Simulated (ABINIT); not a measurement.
# A GW chain in ABINIT: SnSe2 (P-3m1), part 3 of 3

Wanted: ground state, empty states, screening and self-energy for SnSe2 (P-3m1).

ABINIT 10.8.3; PBE and many-body steps on it, plane waves. Known limits of the many-body steps: not at the basis limit; no spin-orbit coupling; coarse k mesh.

So far. Step 4 (Empty states on the mesh, 3×3×2 mesh, 591 bands): On this mesh the gap is 1.100 eV. The earlier step found 0.819 eV, so this mesh misses an edge. Step 5 (Screening, 3×3×2 mesh, 539 bands, screening to 274.8 eV): Local fields lower ε∞ by 12 %. On a Γ-centred mesh this coarse the value itself is usually too large, while a short band sum pulls it down.

## 6. Self-energy, 3×3×2 mesh, 539 bands, screening to 274.8 eV

The self-energy is evaluated for the states that the input lists, and the levels follow from it, in one-shot runs by the linearised quasiparticle equation.

This step: G0W0 on PBE, plane waves, norm-conserving pseudopotentials.

run.abi

```
acell 3*1.0 Angstrom
rprim 
  3.810999999987 0.000000000003 0.000000000000
  -1.905499999996 3.300422813810 0.000000000000
  0.000000000000 0.000000000000 6.136000000000
ntypat 2
znucl 50 34
natom 3
typat 1 2 2
xred 
  0.000000000000 0.000000000000 0.000000000000
  0.333333333333 0.666666666667 0.249000000000
  0.666666666667 0.333333333333 0.751000000000
pp_dirpath "pseudos"
pseudos "Sn.upf, Se.upf"
ecut 48
ngkpt 3 3 2
nshiftk 1
shiftk 0 0 0
kptopt 1
chksymbreak 0
istwfk *1
occopt 1
irdwfk 1
optdriver 4
nband 539
gwcalctyp 0
ecutsigx 48
symsigma 1
nkptgw 2
kptgw 
  0.0000000000 0.0000000000 0.0000000000
  0.0000000000 0.0000000000 0.5000000000
bdgw 
  33 37
  34 37
ecuteps 10.1
irdscr 1
ppmodel 1
indata_prefix "in"
outdata_prefix "out"
tmpdata_prefix "tmp"
```

On the command line:

```console
$ OMP_NUM_THREADS=1 mpirun -n 8 abinit run.abi > log
```

Numbers of over 12 decimals in the logs are rounded to 6 here.

Output:

```text
.Version 10.8.3 of ABINIT. v10.8.2 released Aug 2026.

 Symmetries : space group P-3 m 1 (#164); Bravais hP (primitive hexag.)
[... echo of the input left out ...]
== DATASET  1 ==================================================================
-   mpi_nproc: 8, omp_nthreads: 1 (-1 if OMP is not activated)

--- !DatasetInfo
iteration_state: {dtset: 1, }
dimensions: {natom: 3, nkpt: 6, mband: 539, nsppol: 1, nspinor: 1, nspden: 1, mpw: 8305, }
cutoff_energies: {ecut:  48.0, pawecutdg:  -1.0, }
electrons: {nelect:   7.00000000E+01, charge:   0.00000000E+00, occopt:   1.00000000E+00, tsmear:   1.00000000E-02, }

 SIGMA: Calculation of the GW corrections

 Based on a program developped by R.W. Godby, V. Olevano, G. Onida, and L. Reining.
 Incorporated in ABINIT by V. Olevano, G.-M. Rignanese, and M. Torrent.
.Using double precision arithmetic ; gwpc =  8

[... cell and pseudopotentials left out ...]
--------------------------------------------------------------------------------

 ==== K-mesh for the wavefunctions ====
 Number of points in the irreducible wedge :     6
[... list of points left out ...]
 Together with 12 symmetry operations and time-reversal symmetry
 yields    18 points in the full Brillouin Zone.

 ==== Q-mesh for screening function ====
 Number of points in the irreducible wedge :     6
[... list of points left out ...]
 Together with 12 symmetry operations and time-reversal symmetry
 yields    18 points in the full Brillouin Zone.

 vcoul_init : cutoff-mode = AUXILIARY_FUNCTION
 q-points for optical limit:   1
     1)      0.000010    0.000020    0.000030
 setmesh: FFT mesh size selected  =    40x   40x   75
          total number of points  =       120000

 Number of electrons calculated from density =   70.0000; Expected =   70.0000
 average of density, n =  0.134403
 r_s =    1.2111
 omega_plasma =   35.3638 [eV]

 === KS Band Gaps ===
  >>>> For spin  1
   Minimum direct gap =   1.0998 [eV], located at k-point      :   0.0000  0.0000  0.0000
   Fundamental gap    =   1.0998 [eV], Top of valence bands at :   0.0000  0.0000  0.0000
                                       Bottom of conduction at :   0.0000  0.0000  0.0000
 SIGMA fundamental parameters:
 PLASMON POLE MODEL  1
 number of plane-waves for SigmaX                 8305
 number of plane-waves for SigmaC and W            785
 number of plane-waves for wavefunctions          8305
 number of bands                                   539
 number of independent spin polarizations            1
 number of spinorial components                      1
 number of k-points in IBZ                           6
 number of q-points in IBZ                           6
 number of symmetry operations                      12
 number of k-points in BZ                           18
 number of q-points in BZ                           18
 number of frequencies for dSigma/dE                 9
 frequency step for dSigma/dE [eV]                0.25
 number of omega for Sigma on real axis              0
 max omega for Sigma on real axis  [eV]           0.00
 zcut for avoiding poles [eV]                     0.10

 EPSILON^-1 parameters (SCR file):
 dimension of the eps^-1 matrix on file            785
 dimension of the eps^-1 matrix used               785
 number of plane-waves for wavefunctions          8305
 number of bands                                   539
 number of q-points in IBZ                           6
 number of frequencies                               2
 number of real frequencies                          1
 number of imag frequencies                          1

 matrix elements of self-energy operator (all in [eV])

 Perturbative Calculation

--- !SelfEnergy_ee
iteration_state: {dtset: 1, }
kpoint     : [   0.000,    0.000,    0.000, ]
spin       : 1
KS_gap     :    1.100
QP_gap     :    1.708
Delta_QP_KS:    0.608
data: !SigmaeeData |
     Band     E0 <VxcDFT>   SigX SigC(E0)      Z dSigC/dE  Sig(E)    E-E0       E
       33   5.249 -14.622 -16.811   1.495   0.788  -0.269 -15.169  -0.547   4.703
       34   5.249 -14.622 -16.811   1.495   0.788  -0.269 -15.169  -0.547   4.703
       35   5.637 -14.683 -16.739   1.332   0.792  -0.263 -15.256  -0.573   5.064
       36   6.737 -13.871 -10.050  -3.778   0.809  -0.236 -13.836   0.035   6.772
       37   8.603 -11.502  -7.047  -4.453   0.812  -0.231 -11.501   0.001   8.604

--- !SelfEnergy_ee
iteration_state: {dtset: 1, }
kpoint     : [   0.000,    0.000,    0.500, ]
spin       : 1
KS_gap     :    2.690
QP_gap     :    3.393
Delta_QP_KS:    0.703
data: !SigmaeeData |
     Band     E0 <VxcDFT>   SigX SigC(E0)      Z dSigC/dE  Sig(E)    E-E0       E
       34   5.402 -14.775 -16.912   1.455   0.788  -0.268 -15.312  -0.537   4.865
       35   5.402 -14.775 -16.912   1.455   0.788  -0.268 -15.312  -0.537   4.865
       36   8.093 -14.652 -10.441  -4.005   0.802  -0.248 -14.486   0.166   8.259
       37   8.570 -11.761  -7.309  -4.462   0.815  -0.228 -11.769  -0.007   8.563

== END DATASET(S) ==============================================================
================================================================================

 -outvars: echo values of variables after computation  --------
           etotal      0.0000000000E+00
            nband         539
             nkpt           6
          spgroup         164
 [... the other variables as echoed above ...]

 Calculation completed.
```

The job ended after 94 s (8 MPI ranks of Arm Neoverse V2, shared host; peak memory 5.5 GiB).

This step gave:

- G0W0 gap on the points computed: 1.708 eV
- starting gap on the mesh: 1.100 eV
- k of the valence top: 0, 0, 0
- k of the conduction bottom: 0, 0, 0
- Z at the valence top: 0.792
- Z at the conduction bottom: 0.809
- least direct G0W0 gap on the computed points: 1.708 eV

The gap on the mesh goes from 1.10 eV to 1.71 eV, a correction of +0.61 eV. The start differs from the 0.82 eV found before because the two sample other k points.

Limits: finite bands, cutoff and mesh; no spin-orbit coupling; coarse k mesh. v1 is the top filled band, c1 the lowest empty one. The levels before and after the correction (eV, zero at the valence-band top of each column):

```tsv
	conduction bottom	valence top
Kohn-Sham	1.10	0.00
G0W0	1.71	0.00
```

```tsv
	level	energy (eV)
Kohn-Sham	Γ v3-v2	-0.387
Kohn-Sham	Γ v1	0.000
Kohn-Sham	Γ c1	1.100
Kohn-Sham	Γ c2	2.966
G0W0	Γ v3-v2	-0.361
G0W0	Γ v1	0.000
G0W0	Γ c1	1.708
G0W0	Γ c2	3.540
```

## 7. Where the time went

Times are wall times on the hardware named with each run, good to a factor of about two.

```tsv
step	time	share	memory (GiB)
ground state	41 s	5 %	0.88
bands along the symmetry lines	30 s	3 %	0.82
empty states on the mesh	6.2 min	42 %	1.2
screening	5.9 min	40 %	5.1
self-energy	94 s	11 %	5.5
```

## 8. Summary of results

```json
{
  "PBE gap": "0.75 eV, indirect",
  "G0W0 gap on the mesh": "1.71 eV",
  "G0W0 gap over the zone (rigid shift)": "1.35 eV",
  "GW settings": "3×3×2 mesh, 539 bands, screening to 274.8 eV, Godby-Needs plasmon pole",
  "known limits": "not at the basis limit; no spin-orbit coupling; coarse k mesh"
}
```

What this shows: G0W0 moves the gap on the mesh from 1.10 eV to 1.71 eV (+0.61 eV), with Z of 0.79 and 0.81 at the edges. The mesh misses the band edges by 0.35 eV in all; a rigid shift gives 1.35 eV for the zone. Local fields lower the RPA ε∞ on this mesh from 22.29 to 19.58; a Γ-centred mesh this coarse tends to raise both, most where the direct gap is narrow, while a short band sum lowers them. Only 2 of the mesh's irreducible points were corrected, so a valley elsewhere could overtake. Against experiment, by G0W0@PBE: the gap of 1.35 eV lies +0.14 eV from the measured 1.21 ± 0.04 eV (electronic, 77.6 K, 2018); the gap of 1.35 eV lies +0.35 eV from the measured 1 eV (indirect, quoted 2018); the gap of 1.35 eV lies +0.15 eV from the measured 1.207 eV (exciton, 300 K, 2021). An exciton line or allowed optical edge lies below the quasiparticle gap by the binding energy; a forbidden edge can push the onset above it. The calculation has static nuclei and no excitons; a measured gap holds zero-point and thermal motion, which mostly lowers it. Bands and cutoff are finite, so the gap is not at the basis limit. The miss can reach some tenths of an eV and take either sign; the mesh is an error of its own. In the G0W0 run levels were corrected at 2 k points alone, so a gap called «on the mesh» is the least over those, and an edge elsewhere would be missed. A denser mesh or path gives a starting gap of 0.75 eV: the GW mesh misses a band edge, so its gaps are not the fundamental one. The 3×3×2 mesh is coarse for this cell, which bears on the long-range parts of exchange and screening. The many-body steps are scalar-relativistic: spin-orbit coupling is not in them.

[Paths, hosts, dates, memory and timing lines, banners, echoed tables and standing remarks are left out of the program output.]

[Logs are printed without paths, hosts, clocks, repeated set-up lines and the standing remarks that a program may print on its own settings, such as how far it seeks lower states.]

[Runs of the session that timed out or met a known fault of the program may be left out.]

[Hosts, paths, dates, database ids (printed as entryN), source tags and the programs' standing remarks are cut or masked in the printed files.]

[G0W0 gaps are taken among the corrected bands and points alone; a level outside them can change the order at an edge.]

[Where Ansatz stands beside ABINIT at settings called matched, ABINIT's density can come from a denser mesh and the files from another edition; pairs whose starting gaps differed by over 0.03 eV were left out, so agreement reads better than it is.]
